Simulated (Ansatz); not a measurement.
# Phonons of Sr2Ir (Fm-3m) against volume, part 2 of 2

Aim: how the phonons of Sr2Ir (Fm-3m) shift with volume, and the thermal expansion that follows.

Ansatz 0.2.0; DFT PBEsol, scalar-relativistic, plane waves, PAW; PAW set soft_1.

So far, highest frequency on path, mesh or solved points (cm⁻¹): step 2 (response at finite wavevector) 159.

## (4) Phonons at the other volume, volume ratio 0.97

The phonons are repeated at this volume on the same meshes, so that differences come from the volume alone.

File input.yaml:

```yaml
crystal:
  lattice:
    - [0.0, 3.5262801676, 3.5262801676]
    - [3.5262801676, 0.0, 3.5262801676]
    - [3.5262801676, 3.5262801676, 0.0]
  atoms:
    - { symbol: Sr, position: [0.75, 0.75, 0.75] }
    - { symbol: Sr, position: [0.25, 0.25, 0.25] }
    - { symbol: Ir, position: [0.0, 0.0, 0.0] }
kpoints:
  mp_grid: { grid: [12, 12, 12] }
hamiltonian:
  xc: pbesol
  pseudopotentials: { kind: paw, azcp: { folder: soft_1 }, xc_functional: pbe }
scf:
  occupations: { method: methfessel_paxton, width: 0.2 }
output:
  eigenvalues: true
phonons:
  method: dfpt
  qmesh: [4, 4, 4]
  temperatures: { t_max: 1000, t_step: 50 }
  qpath:
    path:
      - [[0.0, 0.0, 0.0], [0.5, 0.0, 0.5], [0.625, 0.25, 0.625]]
      - [[0.375, 0.375, 0.75], [0.0, 0.0, 0.0], [0.5, 0.5, 0.5], [0.5, 0.25, 0.75], [0.5, 0.0, 0.5]]
    npoints: 10
```

Started as:

```console
$ ansatz run input.yaml --threads 4 --pin off --max-ram 10240MiB --backend cpu --events-out ev --progress --plain --runs-dir out
```

What it wrote:

```text
[...]
Crystal: 3 atoms, lattice volume = 87.696 Å³
Basis set: ecut = 420 eV, 1687 PW (Γ), exchange–correlation on 72×72×72 points (8 copies of the dense FFT grid, shifted against one another)
Bands: 23, of which v1, the nominal top of the filled ones, is band 19 counted from 1 (18 counted from 0)
Symmetry: 48 space group operations
k-points: 72 of 1728
[...]
SCF iter   1: F=—  HF=-18786.377090 eV  |F-HF|=—  |Δ(HF+E_count)|=         —  Δρ=7.61e-2  dr2=9.16e0  ethr=3.10e-3  ⟨swp⟩=7.9  Hψ=9439  notcnv=0
[...]
SCF iter  12: F=-18784.955714 eV  HF=-18784.955714 eV  |F-HF|=3.64e-12  |Δ(HF+E_count)|=  3.64e-12  S|Δr|=    0.00e0  Δρ=3.75e-8  dr2=1.45e-12  ethr=1.00e-12  ⟨swp⟩=7.5  Hψ=9274  notcnv=0
SCF 1 converged in 12 iterations: F = -18784.955714 eV  dr2 = 1.45e-12
[...]
NSCF: frozen V_eff on 72 k-points
[...]
SCF converged after 12 iterations
[...]
Free energy (F): -18784.955714 eV
[...]
Internal energy: -18784.949591 eV  (E = F + TS)
E sigma→0 (E₀):  -18784.954183 eV
Entropy (-TS):   -0.006123 eV (-2.041 meV/atom)
Fermi energy:    9.987189 eV
[...]
--- Band table (eV; the first three rows and the last of 72) ---
  k-point 0: bands = [... 15 lower, 8.9246, 8.9246, 8.9246, 10.5787, 10.5787, 10.5787, 13.3587, 13.3587]
  k-point 1: bands = [... 15 lower, 8.8748, 8.9075, 8.9075, 10.4915, 10.6520, 10.6520, 13.3641, 13.3641]
  k-point 2: bands = [... 15 lower, 8.7514, 8.8638, 8.8638, 10.2841, 10.8589, 10.8589, 13.3891, 13.3891]
  k-point 71: bands = [... 15 lower, 8.2216, 8.6930, 8.7966, 10.8319, 10.8319, 11.7835, 13.1558, 13.2487]
[...]
ASR residual: 5.449e-5 → 0.000e0 eV/Å²; symmetrization residual: 1.389e-5 eV/Å²
  ASR residual per site (eV/Å²): 5.45e-5 5.45e-5 3.08e-5
  Γ frequencies (cm⁻¹): 0.00 0.00 0.00 112.49 112.49 112.49 137.28 137.28 137.28
--- Phonons (arbitrary-q DFPT): 8 irreducible q on the 4×4×4 mesh ---
[...]
interpolated dispersion: 62 rows × 9 modes
[...]
```

It took 14 min on 4 threads of Arm Neoverse V1, shared host; peak memory 5.8 GiB; 57 min of CPU time.

This step gave:

```
sum-rule residual before enforcement                    : 5.45e-5 eV/Å²
highest frequency on path, mesh or solved points        : 164.5 cm⁻¹
mean frequency                                          : 96.7 cm⁻¹
Debye temperature (second moment)                       : 192 K
logarithmic mean frequency                              : 88.8 cm⁻¹
highest optical mode at the zone centre (no LO-TO term) : 137.3 cm⁻¹
lowest optical zone-centre mode                         : 112.5 cm⁻¹
lowest mode on the q mesh (acoustic modes at Γ apart)   : 28.77 cm⁻¹
zero-point energy per atom                              : 17.98 meV
heat capacity at 300 K                                  : 24.44 J/(mol atoms K)
vibrational entropy at 300 K                            : 46.49 J/(mol atoms K)
```

Frequencies (cm⁻¹) solved at each irreducible wavevector; negative means imaginary. Frequencies by wavevector, by row:

```
q in reciprocal lattice units  star  mode 1  mode 2  mode 3  mode 4  mode 5  mode 6  mode 7  mode 8  mode 9
                        0 0 0     1       0       0       0   112.5   112.5   112.5   137.3   137.3   137.3
                     0 0 0.25     8    38.1    38.1    57.1   111.2   112.1   112.1   130.5   130.5   132.2
                     0 0 -0.5     4      53      53    87.8   107.4   117.2   117.2   118.2   118.2   125.8
                  0 0.25 0.25     6    29.9    29.9    70.2    98.9    98.9    99.6   136.6   140.5   140.5
                  0 0.25 -0.5    24    55.5    57.6    69.1    86.2      90    90.6   135.2   137.8     155
                 0 0.25 -0.25    12    39.7    56.5    77.6    89.2   107.1   107.1   122.4   126.2   153.8
                  0 -0.5 -0.5     3    28.8    65.3    65.3    68.7    68.7    93.3   144.1   144.1   162.2
              0.25 -0.5 -0.25     6    51.8    55.5    65.6    80.5    80.5   112.2   112.2   145.5   164.5
```

The highest optical mode at the zone centre (no LO-TO term) is 137.3 cm⁻¹, +3.4 cm⁻¹ against the base run.

## (5) Relaxing at another volume, volume ratio 1.03

The volume is scaled by 1.03 and held; symmetry leaves nothing to relax, so this is a single point. The modes can then be followed against volume.

input.yaml, the sections that differ from step 4:

```yaml
crystal:
  lattice:
    - [0.0, 3.5975373492, 3.5975373492]
    - [3.5975373492, 0.0, 3.5975373492]
    - [3.5975373492, 3.5975373492, 0.0]
  atoms:
    - { symbol: Sr, position: [0.75, 0.75, 0.75] }
    - { symbol: Sr, position: [0.25, 0.25, 0.25] }
    - { symbol: Ir, position: [0.0, 0.0, 0.0] }
output:
  forces: true
  stress: true
  eigenvalues: true
# kpoints, hamiltonian, scf: as in step 4
# phonons: removed
```

What it wrote:

```text
[...]
Crystal: 3 atoms, lattice volume = 93.121 Å³
Basis set: ecut = 420 eV, 1837 PW (Γ), exchange–correlation on 72×72×72 points (8 copies of the dense FFT grid, shifted against one another)
Bands: 23, of which v1, the nominal top of the filled ones, is band 19 counted from 1 (18 counted from 0)
Symmetry: 48 space group operations
[...]
k-points: 72 of 1728
[...]
--- Band table (eV; the first three rows and the last of 72) ---
  k-point 0: bands = [... 15 lower, 8.2465, 8.2465, 8.2465, 9.9205, 9.9205, 9.9205, 12.5109, 12.5109]
  k-point 1: bands = [... 15 lower, 8.2063, 8.2332, 8.2332, 9.8198, 9.9863, 9.9863, 12.5163, 12.5163]
  k-point 2: bands = [... 15 lower, 8.1050, 8.1986, 8.1986, 9.5831, 10.1728, 10.1728, 12.5408, 12.5408]
  k-point 71: bands = [... 15 lower, 7.6102, 8.0726, 8.1668, 9.9953, 9.9953, 10.9788, 12.2531, 12.4498]
[key lines of the parts left out:]
SCF converged after 9 iterations
Free energy (F): -18784.957078 eV
Fermi energy:    9.233559 eV
P = ⅓ Tr σ = -1.1710 GPa (-11.710 kbar)
```

Elapsed: 2.6 s, on 4 threads; peak memory 0.45 GiB.

Numbers from this step:

| Property | Result |
| --- | --- |
| pressure | -1.171 GPa |
| volume per atom | 31.04 Å³ |

The run ends at a pressure of -1.17 GPa.

## (6) Phonons at the other volume, volume ratio 1.03

The phonons are repeated at this volume on the same meshes, so that differences come from the volume alone.

input.yaml: that of step 5 with these lines changed.

```diff
@@ -17,4 +17,11 @@
 output:
-  forces: true
-  stress: true
   eigenvalues: true
+phonons:
+  method: dfpt
+  qmesh: [4, 4, 4]
+  temperatures: { t_max: 1000, t_step: 50 }
+  qpath:
+    path:
+      - [[0.0, 0.0, 0.0], [0.5, 0.0, 0.5], [0.625, 0.25, 0.625]]
+      - [[0.375, 0.375, 0.75], [0.0, 0.0, 0.0], [0.5, 0.5, 0.5], [0.5, 0.25, 0.75], [0.5, 0.0, 0.5]]
+    npoints: 10
```

What it wrote:

```text
[...]
Crystal: 3 atoms, lattice volume = 93.121 Å³
Basis set: ecut = 420 eV, 1837 PW (Γ), exchange–correlation on 72×72×72 points (8 copies of the dense FFT grid, shifted against one another)
Bands: 23, of which v1, the nominal top of the filled ones, is band 19 counted from 1 (18 counted from 0)
Symmetry: 48 space group operations
k-points: 72 of 1728
[...]
k-point 71: bands = [... 15 lower, 7.6102, 8.0725, 8.1668, 9.9952, 9.9952, 10.9788, 12.2530, 12.4498]
[...]
ASR residual: 3.540e-5 → 0.000e0 eV/Å²; symmetrization residual: 1.236e-5 eV/Å²
  ASR residual per site (eV/Å²): 3.54e-5 3.54e-5 8.71e-6
  Γ frequencies (cm⁻¹): 0.00 0.00 0.00 101.19 101.19 101.19 130.64 130.64 130.64
--- Phonons (arbitrary-q DFPT): 8 irreducible q on the 4×4×4 mesh ---
[...]
interpolated dispersion: 62 rows × 9 modes
[...]
[key lines of the parts left out:]
SCF converged after 12 iterations
Free energy (F): -18784.957078 eV
Fermi energy:    9.233549 eV
```

Wall time 15 min (4 threads); peak memory 6 GiB.

This step gave:

```
sum-rule residual before enforcement                    : 3.54e-5 eV/Å²
highest frequency on path, mesh or solved points        : 154.0 cm⁻¹
mean frequency                                          : 89.1 cm⁻¹
Debye temperature (second moment)                       : 177 K
logarithmic mean frequency                              : 81.7 cm⁻¹
highest optical mode at the zone centre (no LO-TO term) : 130.6 cm⁻¹
lowest optical zone-centre mode                         : 101.2 cm⁻¹
lowest mode on the q mesh (acoustic modes at Γ apart)   : 17.68 cm⁻¹
zero-point energy per atom                              : 16.57 meV
heat capacity at 300 K                                  : 24.52 J/(mol atoms K)
vibrational entropy at 300 K                            : 48.52 J/(mol atoms K)
```

Frequencies (cm⁻¹) solved at each irreducible wavevector; negative means imaginary. Frequencies by wavevector, by row:

```csv
q in reciprocal lattice units,star,mode 1,mode 2,mode 3,mode 4,mode 5,mode 6,mode 7,mode 8,mode 9
0 0 0,1,0,0,0,101.2,101.2,101.2,130.6,130.6,130.6
0 0 0.25,8,37.4,37.4,51.4,100.8,100.8,102.4,122.8,122.8,122.8
0 0 -0.5,4,52.3,52.3,80.5,99.9,106.4,106.4,109.5,109.5,115
0 0.25 0.25,6,27.1,27.1,66,89.2,89.2,93.8,125.1,131.4,131.4
0 0.25 -0.5,24,52.8,53.9,61.3,80.3,81.3,82.4,124.5,126.8,144.1
0 0.25 -0.25,12,34.4,54.8,72.3,83.1,96.2,99.7,113.3,114.4,142.9
0 -0.5 -0.5,3,17.7,56.3,56.3,64.6,64.6,87.9,132.7,132.7,151.3
0.25 -0.5 -0.25,6,44.1,45.1,62.2,77,77,101.3,101.3,133.7,154
```

The highest optical mode at the zone centre (no LO-TO term) is 130.6 cm⁻¹, -3.2 cm⁻¹ against the base run.

## (7) Grüneisen parameters

The Grüneisen parameter of a mode is minus the logarithmic change of its frequency with volume, −d ln ω / d ln V; weighted by heat capacity it gives the expansion.

Numbers from this step:

```yaml
bulk_modulus: 42.5 GPa
```

Phonon branches along the path, in cm⁻¹:

| point | branch 1 | branch 2 | branch 3 | branch 4 | branch 5 | branch 6 | branch 7 | branch 8 | branch 9 |
| --- | --- | --- | --- | --- | --- | --- | --- | --- | --- |
| Γ | 0 | 0 | 0 | 107 | 107 | 107 | 134 | 134 | 134 |
| halfway | 29 | 29 | 68 | 94 | 94 | 97 | 131 | 136 | 136 |
| X | 24 | 61 | 61 | 67 | 67 | 91 | 138 | 138 | 157 |
| halfway | 29 | 63 | 65 | 66 | 69 | 90 | 136 | 137 | 157 |
| U | 38 | 64 | 70 | 73 | 76 | 89 | 130 | 133 | 157 |
| jump to K | 38 | 64 | 70 | 73 | 76 | 89 | 130 | 133 | 157 |
| halfway | 28 | 48 | 65 | 94 | 113 | 114 | 114 | 115 | 141 |
| Γ | 0 | 0 | 0 | 107 | 107 | 107 | 134 | 134 | 134 |
| halfway | 38 | 38 | 54 | 106 | 106 | 107 | 127 | 127 | 127 |
| L | 53 | 53 | 84 | 103 | 112 | 112 | 113 | 113 | 120 |
| halfway | 56 | 57 | 71 | 83 | 85 | 108 | 110 | 133 | 148 |
| W | 48 | 50 | 64 | 79 | 79 | 107 | 107 | 139 | 159 |
| halfway | 34 | 58 | 66 | 71 | 74 | 90 | 129 | 139 | 158 |
| X | 24 | 61 | 61 | 67 | 67 | 91 | 138 | 138 | 157 |

The same for volume x 0.97:

```
point  branch 1  branch 2  branch 3  branch 4  branch 5  branch 6  branch 7  branch 8  branch 9
    Γ         0         0         0       112       112       112       137       137       137
    X        29        65        65        69        69        93       144       144       162
    U        43        66        73        75        80        93       136       139       162
    K        43        66        73        75        80        93       136       139       162
    Γ         0         0         0       112       112       112       137       137       137
    L        53        53        88       107       117       117       118       118       126
    W        52        56        66        80        80       112       112       146       164
    X        29        65        65        69        69        93       144       144       162
```

The same for volume x 1.03:

| point | branch 1 | branch 2 | branch 3 | branch 4 | branch 5 | branch 6 | branch 7 | branch 8 | branch 9 |
| --- | --- | --- | --- | --- | --- | --- | --- | --- | --- |
| Γ | 0 | 0 | 0 | 101 | 101 | 101 | 131 | 131 | 131 |
| X | 18 | 56 | 56 | 65 | 65 | 88 | 133 | 133 | 151 |
| U | 34 | 62 | 67 | 71 | 72 | 85 | 125 | 127 | 152 |
| K | 34 | 62 | 67 | 71 | 72 | 85 | 125 | 127 | 152 |
| Γ | 0 | 0 | 0 | 101 | 101 | 101 | 131 | 131 | 131 |
| L | 52 | 52 | 80 | 100 | 106 | 106 | 110 | 110 | 115 |
| W | 44 | 45 | 62 | 77 | 77 | 101 | 101 | 134 | 154 |
| X | 18 | 56 | 56 | 65 | 65 | 88 | 133 | 133 | 151 |

The first set of phonon branches as a text plot (rows in cm⁻¹):

```
    161 |                                                *****
    154 |         ***********                          **     ***
    147 |        *           ***                      *
    141 |       *******         **                  **  *********
    134 |********      ****       *********        *  **      **
    127 |  *               **     **       ****   * **       *
    120 |   ***             **** *            ******        *
    113 |  **                  ***              *******    *
    106 |*** **                *  *************************
     99 |   ****             **  ***              **       *
     93 |      *    *****   *   *                   *       *****
     86 |       ****     *** ***                **** ***
     79 |       ****      *****                *    ** *******
     72 |           *  ****    *              *       *     ***
     65 |      * *   *******    *            *         **********
     58 |    **     ***     ***  *                  *****   *****
     51 |         **           **           *  ******   ****
     45 |   *    ***       **    ***       * **           **
     38 |       *        **  **             *               **
     31 |  *   *    *  **      ** ***     **                  *
     24 |    **      **          *  *    **                    **
     17 | * *                     ** *   *
     10 |  *                        **  *
      3 |**                          ***
         Γ           X  U|K            Γ         L        W     X
```

Mode Grueneisen parameter -dln(w)/dln(V), modes matched by rank; at Γ the acoustic branches take the value of a neighbouring point of the path. The mode Grüneisen parameters at the labelled points ():

| point | branch 1 | branch 2 | branch 3 | branch 4 | branch 5 | branch 6 | branch 7 | branch 8 | branch 9 |
| --- | --- | --- | --- | --- | --- | --- | --- | --- | --- |
| Γ | 1.70 | 1.70 | 1.05 | 1.76 | 1.76 | 1.76 | 0.83 | 0.83 | 0.83 |
| halfway | 1.64 | 1.64 | 1.03 | 1.72 | 1.72 | 1.00 | 1.47 | 1.12 | 1.12 |
| X | 8.11 | 2.47 | 2.47 | 1.03 | 1.03 | 0.99 | 1.37 | 1.37 | 1.15 |
| halfway | 5.81 | 2.24 | 1.86 | 1.37 | 0.97 | 1.07 | 1.41 | 1.40 | 1.13 |
| U | 4.09 | 0.86 | 1.50 | 0.94 | 1.84 | 1.48 | 1.42 | 1.44 | 1.14 |
| jump to K | 4.09 | 0.86 | 1.50 | 0.94 | 1.84 | 1.48 | 1.42 | 1.44 | 1.14 |
| halfway | 1.88 | 0.34 | 1.36 | 1.58 | 1.45 | 1.48 | 1.33 | 1.15 | 1.19 |
| Γ | 1.61 | 0.27 | 1.52 | 1.76 | 1.76 | 1.76 | 0.83 | 0.83 | 0.83 |
| halfway | 0.31 | 0.31 | 1.75 | 1.64 | 1.77 | 1.51 | 1.01 | 1.01 | 1.23 |
| L | 0.22 | 0.22 | 1.45 | 1.21 | 1.61 | 1.61 | 1.27 | 1.27 | 1.50 |
| halfway | 1.01 | 0.67 | 1.91 | 1.78 | 0.84 | 1.67 | 1.45 | 1.39 | 1.22 |
| W | 2.61 | 3.46 | 0.89 | 0.74 | 0.74 | 1.70 | 1.70 | 1.41 | 1.10 |
| halfway | 4.68 | 2.58 | 0.94 | 0.94 | 1.58 | 1.32 | 1.44 | 1.40 | 1.12 |
| X | 8.11 | 2.47 | 2.47 | 1.03 | 1.03 | 0.99 | 1.37 | 1.37 | 1.15 |

The mode Grüneisen parameters as a text plot (rows in , shown from 0.2 to 7.0 only):

```
   6.85 |
   6.57 |
   6.29 |
   6.01 |
   5.73 |              *
   5.44 |                                                     *
   5.16 |
   4.88 |               *
   4.60 |           *
   4.31 |                *                                   *
   4.03 |                 *
   3.75 |                                                   *
   3.47 |                  *                             **
   3.18 |                                                  *
   2.90 |                   *
   2.62 |                    **                          ** ****
   2.34 |         ** ***                                *      **
   2.06 |           *      *   *                        *
   1.77 |***********   **** ********************  ***********
   1.49 |  *****************************   **********************
   1.21 |      *******************          *********************
   0.93 |*************** ******  ************      *  * *********
   0.64 |                  ****                      *******
   0.36 |                      *************** ******
         Γ           X  U|K            Γ         L        W     X
```

(dS/dlnV)/C_V. Table of thermodynamic Grueneisen parameter by temperature:

| temperature (K) | thermodynamic Grueneisen parameter |
| --- | --- |
| 50 | 1.39 |
| 100 | 1.38 |
| 150 | 1.38 |
| 200 | 1.38 |
| 250 | 1.38 |
| 300 | 1.38 |
| 350 | 1.38 |
| 400 | 1.38 |
| 450 | 1.38 |
| 500 | 1.38 |
| 550 | 1.38 |
| 600 | 1.38 |
| 650 | 1.38 |
| 700 | 1.38 |
| 750 | 1.38 |
| 800 | 1.38 |
| 850 | 1.38 |
| 900 | 1.38 |
| 950 | 1.38 |
| 1000 | 1.38 |

Gamma C_V/(B V) at the static volume. The volume expansion by temperature:

```
temperature (K)  volume expansion (1e-6/K)
             50                       26.0
            100                       38.1
            150                       41.5
            200                       42.8
            250                       43.4
            300                       43.8
            350                       44.0
            400                       44.1
            450                       44.2
            500                       44.3
            550                       44.3
            600                       44.4
            650                       44.4
            700                       44.4
            750                       44.4
            800                       44.5
            850                       44.5
            900                       44.5
            950                       44.5
           1000                       44.5
```

## (8) Outcome

| Item | Value |
| --- | --- |
| bulk modulus | 42.5 GPa |
| thermodynamic Grüneisen parameter at 300 K | 1.379 |
| volume expansion at 300 K, estimated | 43.77 × 10⁻⁶ K⁻¹ |

In words: By this estimate the volume grows by 43.8 × 10⁻⁶ per kelvin at 300 K. The highest optical mode at Γ goes from 137 to 131 cm⁻¹ as the cell grows, a Grüneisen parameter of 0.83. Mode parameters on the path run from 0.21 to 8.1, with a median of 1.4. Branches are matched by rank, so values near crossings are rough. The expansion is the Grüneisen estimate at the static volume, with the static bulk modulus. With no gap, or one that is small against the smearing, the frequencies hang on the k mesh and the smearing, most of all near Kohn anomalies. The phonon runs are without spin polarisation, although the cell has an odd electron count. Spin-orbit coupling is left out, which can matter for the heavy elements here. The PAW files were made for PBE and serve the other functionals too. A phonon run warned that its eigensolver left some bands unconverged in a pass.

[Long decimals in the printed logs are rounded to 6 places.]

[Logs are printed without paths, hosts, clocks, repeated set-up lines and the standing remarks that a program may print on its own settings, such as how far it seeks lower states.]

[Hosts, paths, dates, database ids (printed as entryN), source tags and the programs' standing remarks are cut or masked in the printed files.]

[Where the starting crystal was built by hand or by swapping elements, it need not be the compound's stable phase.]
